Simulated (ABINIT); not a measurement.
An input for ABINIT 10.8.3 (ZnSe (Stilleite)):

```
acell 3*1.0 Angstrom
rprim 
  -0.000000000000 2.833800000000 2.833800000000
  2.833800000000 0.000000000000 2.833800000000
  2.833800000000 2.833800000000 -0.000000000000
ntypat 2
znucl 30 34
natom 2
typat 1 2
xred 
  0.000000000000 0.000000000000 0.000000000000
  0.250000000000 0.250000000000 0.250000000000
pp_dirpath "pseudos"
pseudos "Zn.upf, Se.upf"
ecut 48
nspinor 2
ngkpt 4 4 4
nshiftk 1
shiftk 0 0 0
kptopt 1
chksymbreak 0
istwfk *1
occopt 1
irdwfk 1
optdriver 4
nband 106
gwcalctyp 0
ecutsigx 48
symsigma 0
nkptgw 1
kptgw 
  0.0000000000 0.0000000000 0.0000000000
bdgw 
  41 48
ecuteps 3.6
irdscr 1
ppmodel 1
indata_prefix "in"
outdata_prefix "out"
tmpdata_prefix "tmp"
```

```sh
OMP_NUM_THREADS=1 mpirun -n 4 abinit run.abi > log
```

Estimate wall time and host memory on 4 MPI ranks of Intel Xeon Platinum 8259CL at 2.50GHz (Skylake/Cascade Lake), shared host.

It took 2.7 min; on shared hardware allow 82 s to 5.5 min. Peak host memory was 2.1 GiB.

[Paths, hosts, dates, memory and timing lines, banners, echoed tables and standing remarks are left out of the program output.]

[Logs are printed without paths, hosts, clocks, repeated set-up lines and the standing remarks that a program may print on its own settings, such as how far it seeks lower states.]

[Runs of the session that timed out or met a known fault of the program may be left out.]

[Hosts, paths, dates, database ids (printed as entryN), source tags and the programs' standing remarks are cut or masked in the printed files.]

[G0W0 gaps are taken among the corrected bands and points alone; a level outside them can change the order at an edge.]

[Where Ansatz stands beside ABINIT at settings called matched, ABINIT's density can come from a denser mesh and the files from another edition; pairs whose starting gaps differed by over 0.03 eV were left out, so agreement reads better than it is.]
